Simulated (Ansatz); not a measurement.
## How many bands does the GW gap of B4C (R-3m) need?

Wanted: a G0W0 gap for B4C (R-3m) that is converged in bands and cutoff, or an estimate of the limit.

Main program and level: Ansatz 0.2.0; G0W0 on LDA, plane waves, PAW.

Report form: the programs' logs are mostly left out.

### 1. The structure

The structure is trigonal, space group R-3m (No. 166). The conventional cell has a = 5.634 Å, b = 5.634 Å, c = 12.077 Å, α = 90.00°, β = 90.00°, γ = 120.00°. Nearest to B lie 1 C at 1.66 Å and 5 B at 1.75 to 1.79 Å. Nearest to B lie 6 B at 1.71 to 1.83 Å. Nearest to C lie 1 C at 1.33 Å and 3 B at 1.66 Å. Nearest to C lie 2 C at 1.33 Å. Farther neighbours are not listed.

The cell and positions are those that the Materials Project relaxed with its own functionals (PBE, PBE+U or r2SCAN), kept fixed.

### 2. 289 empty bands, screening to 110 eV

Now the one-shot GW correction: screening in the RPA, then the self-energy of the levels asked for. This step takes hard PAW files.

Input file input.yaml:

```yaml
crystal:
  lattice:
    - [2.8167559445, 1.6262548028, 4.02581659]
    - [-2.8167559445, 1.6262548028, 4.02581659]
    - [0.0, -3.2525096056, 4.02581659]
  atoms:
    - { symbol: B, position: [0.30861965, 0.80644137, 0.80644137] }
    - { symbol: B, position: [0.80644137, 0.80644137, 0.30861965] }
    - { symbol: B, position: [0.80644137, 0.30861965, 0.80644137] }
    - { symbol: B, position: [0.69138035, 0.19355863, 0.19355863] }
    - { symbol: B, position: [0.19355863, 0.19355863, 0.69138035] }
    - { symbol: B, position: [0.19355863, 0.69138035, 0.19355863] }
    - { symbol: B, position: [0.67011697, 0.99407128, 0.99407128] }
    - { symbol: B, position: [0.99407128, 0.99407128, 0.67011697] }
    - { symbol: B, position: [0.99407128, 0.67011697, 0.99407128] }
    - { symbol: B, position: [0.32988303, 0.00592872, 0.00592872] }
    - { symbol: B, position: [0.00592872, 0.00592872, 0.32988303] }
    - { symbol: B, position: [0.00592872, 0.32988303, 0.00592872] }
    - { symbol: C, position: [0.60986435, 0.60986435, 0.60986435] }
    - { symbol: C, position: [0.39013565, 0.39013565, 0.39013565] }
    - { symbol: C, position: [0.5, 0.5, 0.5] }
kpoints:
  mp_grid: { grid: [4, 4, 4] }
hamiltonian:
  xc: lda
  pseudopotentials: { kind: paw, source: ansatz }
scf:
  occupations: { method: fixed }
gw:
  n_empty_bands: 289
  ecut_chi: 110.0
  qp_bands: [v4, c4]
  qp_kpoints: band_edges
  screening: { model: contour_deformation }
```

The run is started by

```sh
$ ansatz run input.yaml --threads 4 --pin off --max-ram 138240MiB --backend cuda --events-out ev --progress --plain --runs-dir out --devices 1 --max-vram 26GiB
```

The job ended after 23 s (1 × NVIDIA H100 80GB HBM3 (shared by 3 runs) with 4 threads of AMD EPYC 7R13 (Zen 3), shared host; peak memory 1.7 GiB; 32 s of CPU time).

Numbers from this step:

- bands summed: 313
- RPA ε∞ on this mesh (eigenvalues): 7.441, 7.441, 9.033
- plane waves in the screening matrix: 295
- q-points in the mesh: 64
- G0W0 gap on the mesh: 2.581 eV
- k of the valence top: 0, 0, 0.25
- k of the conduction bottom: 0, 0, -0.5
- starting gap on the mesh: 1.518 eV
- Z at the valence top: 0.7776
- Z at the conduction bottom: 0.7705
- least direct G0W0 gap on the computed points: 2.587 eV

The gap on the mesh goes from 1.52 eV to 2.58 eV, a correction of +1.06 eV. Between the two edge states, bare exchange in place of the xc potential would open the gap by 7.35 eV, and correlation takes back 6.29 eV.

### 3. 658 empty bands, screening to 190 eV

Bands and screening cutoff are moved together, since each hides the error of the other.

input.yaml: that of step 2 with these lines changed.

```diff
@@ -29,4 +29,4 @@
 gw:
-  n_empty_bands: 289
-  ecut_chi: 110.0
+  n_empty_bands: 658
+  ecut_chi: 190.0
   qp_bands: [v4, c4]
```

It took 42 s on 1 × NVIDIA H100 80GB HBM3 (shared by 3 runs) with 4 threads; peak memory 3 GiB.

This step gave:

- bands summed: 682
- RPA ε∞ on this mesh (eigenvalues): 7.430, 7.430, 9.023
- plane waves in the screening matrix: 663
- q-points in the mesh: 64
- G0W0 gap on the mesh: 2.586 eV
- k of the valence top: 0, 0, 0.25
- k of the conduction bottom: 0, 0, -0.5
- starting gap on the mesh: 1.518 eV
- Z at the valence top: 0.7761
- Z at the conduction bottom: 0.7680
- least direct G0W0 gap on the computed points: 2.592 eV

Against the run with 4×4×4 mesh, 289 empty bands, screening to 110 eV, hard PAW files, the gap moves by +0.005 eV.

### 4. 1114 empty bands, screening to 270 eV

input.yaml: that of step 3 with these lines changed.

```diff
@@ -29,4 +29,4 @@
 gw:
-  n_empty_bands: 658
-  ecut_chi: 190.0
+  n_empty_bands: 1114
+  ecut_chi: 270.0
   qp_bands: [v4, c4]
```

Wall time 84 s (1 × NVIDIA H100 80GB HBM3 (shared by 3 runs) with 4 threads); peak memory 5.4 GiB.

Numbers from this step:

```
bands summed                                 : 1138
RPA ε∞ on this mesh (eigenvalues)            : 7.428, 7.428, 9.021
plane waves in the screening matrix          : 1103
G0W0 gap on the mesh                         : 2.581 eV
k of the valence top                         : 0, 0, 0.25
k of the conduction bottom                   : 0, 0, -0.5
starting gap on the mesh                     : 1.518 eV
least direct G0W0 gap on the computed points : 2.587 eV
```

Against the run with 4×4×4 mesh, 658 empty bands, screening to 190 eV, hard PAW files, the gap moves by −0.005 eV.

### 5. Changing the k mesh: 6×6×6 mesh, 289 empty bands, screening to 110 eV, hard PAW files

Only the mesh changes. It samples the long-range screening, which converges on its own terms. Bands and cutoff differ from the step before, so it is read against an earlier run that matches them.

input.yaml: that of step 4 with these lines changed.

```diff
@@ -22,3 +22,3 @@
 kpoints:
-  mp_grid: { grid: [4, 4, 4] }
+  mp_grid: { grid: [6, 6, 6] }
 hamiltonian:
@@ -29,4 +29,4 @@
 gw:
-  n_empty_bands: 1114
-  ecut_chi: 270.0
+  n_empty_bands: 289
+  ecut_chi: 110.0
   qp_bands: [v4, c4]
```

It took 2.2 min on 1 × NVIDIA H100 80GB HBM3 (shared by 3 runs) with 4 threads; peak memory 2.7 GiB; 4.2 min of CPU time.

Numbers from this step:

```
bands summed                                 : 313
RPA ε∞ on this mesh (eigenvalues)            : 7.415, 7.415, 9.087
plane waves in the screening matrix          : 295
G0W0 gap on the mesh                         : 2.575 eV
k of the valence top                         : 0, 0, 0.3333
k of the conduction bottom                   : 0, 0, -0.5
starting gap on the mesh                     : 1.512 eV
least direct G0W0 gap on the computed points : 2.588 eV
```

Against the run with 4×4×4 mesh, 289 empty bands, screening to 110 eV, hard PAW files, the gap moves by −0.005 eV. A band edge is found at another k point on this mesh.

### 6. The runs together

Times are wall times on 1 × NVIDIA H100 80GB HBM3 (shared by 3 runs) with 4 threads of AMD EPYC 7R13 (Zen 3), shared host, good to a factor of about two.

```tsv
mesh	files	frequency	bands summed	cutoff (eV)	start (eV)	G0W0 (eV)	time	host memory (GiB)
4×4×4	hard PAW	contour deformation	313	110	1.518	2.581	23 s	1.7
4×4×4	hard PAW	contour deformation	682	190	1.518	2.586	42 s	3.0
4×4×4	hard PAW	contour deformation	1138	270	1.518	2.581	84 s	5.4
6×6×6	hard PAW	contour deformation	313	110	1.512	2.575	2.2 min	2.7
```

How the two edges are built up, in eV (the quasiparticle level is the starting level plus Σx plus Σc less Vxc):

```tsv
run	edge	start	Σx	Σc	Vxc	Z	QP
313 bands	valence top	7.77	-16.95	2.16	-14.45	0.78	7.44
313 bands	conduction bottom	9.29	-9.78	-4.13	-14.64	0.77	10.02
682 bands	valence top	7.77	-16.95	1.92	-14.45	0.78	7.19
682 bands	conduction bottom	9.29	-9.78	-4.37	-14.64	0.77	9.78
1138 bands	valence top	7.77	-16.95	1.84	-14.45	0.78	7.12
1138 bands	conduction bottom	9.29	-9.78	-4.45	-14.64	0.77	9.70
```

### 7. Outcome

| Item | Value |
| --- | --- |
| 313 bands, 110 eV | 2.581 eV |
| 682 bands, 190 eV | 2.586 eV |
| 1138 bands, 270 eV | 2.581 eV |
| mesh and start | 4×4×4, LDA |

In words: From 313 to 1138 bands the gap moves by +0.00 eV while the time grows 3.6-fold. Σc changes by −0.32 eV at the valence top and −0.32 eV at the conduction bottom, so the levels themselves move more than the gap between them. The gap turns back along the series, so no limit is drawn from it. On the 6×6×6 mesh in place of 4×4×4 the gap differs by −0.01 eV, of which −0.01 eV is already in the start. Gaps are over the mesh's points; an edge off the mesh would be missed.

[Paths, hosts, dates, memory and timing lines, banners, echoed tables and standing remarks are left out of the program output.]

[Logs are printed without paths, hosts, clocks, repeated set-up lines and the standing remarks that a program may print on its own settings, such as how far it seeks lower states.]

[Runs of the session that timed out or met a known fault of the program may be left out.]

[Cells called generated may have been cut or substituted from an entry of the Crystallography Open Database or the Materials Project.]

[Hosts, paths, dates, database ids (printed as entryN), source tags and the programs' standing remarks are cut or masked in the printed files.]
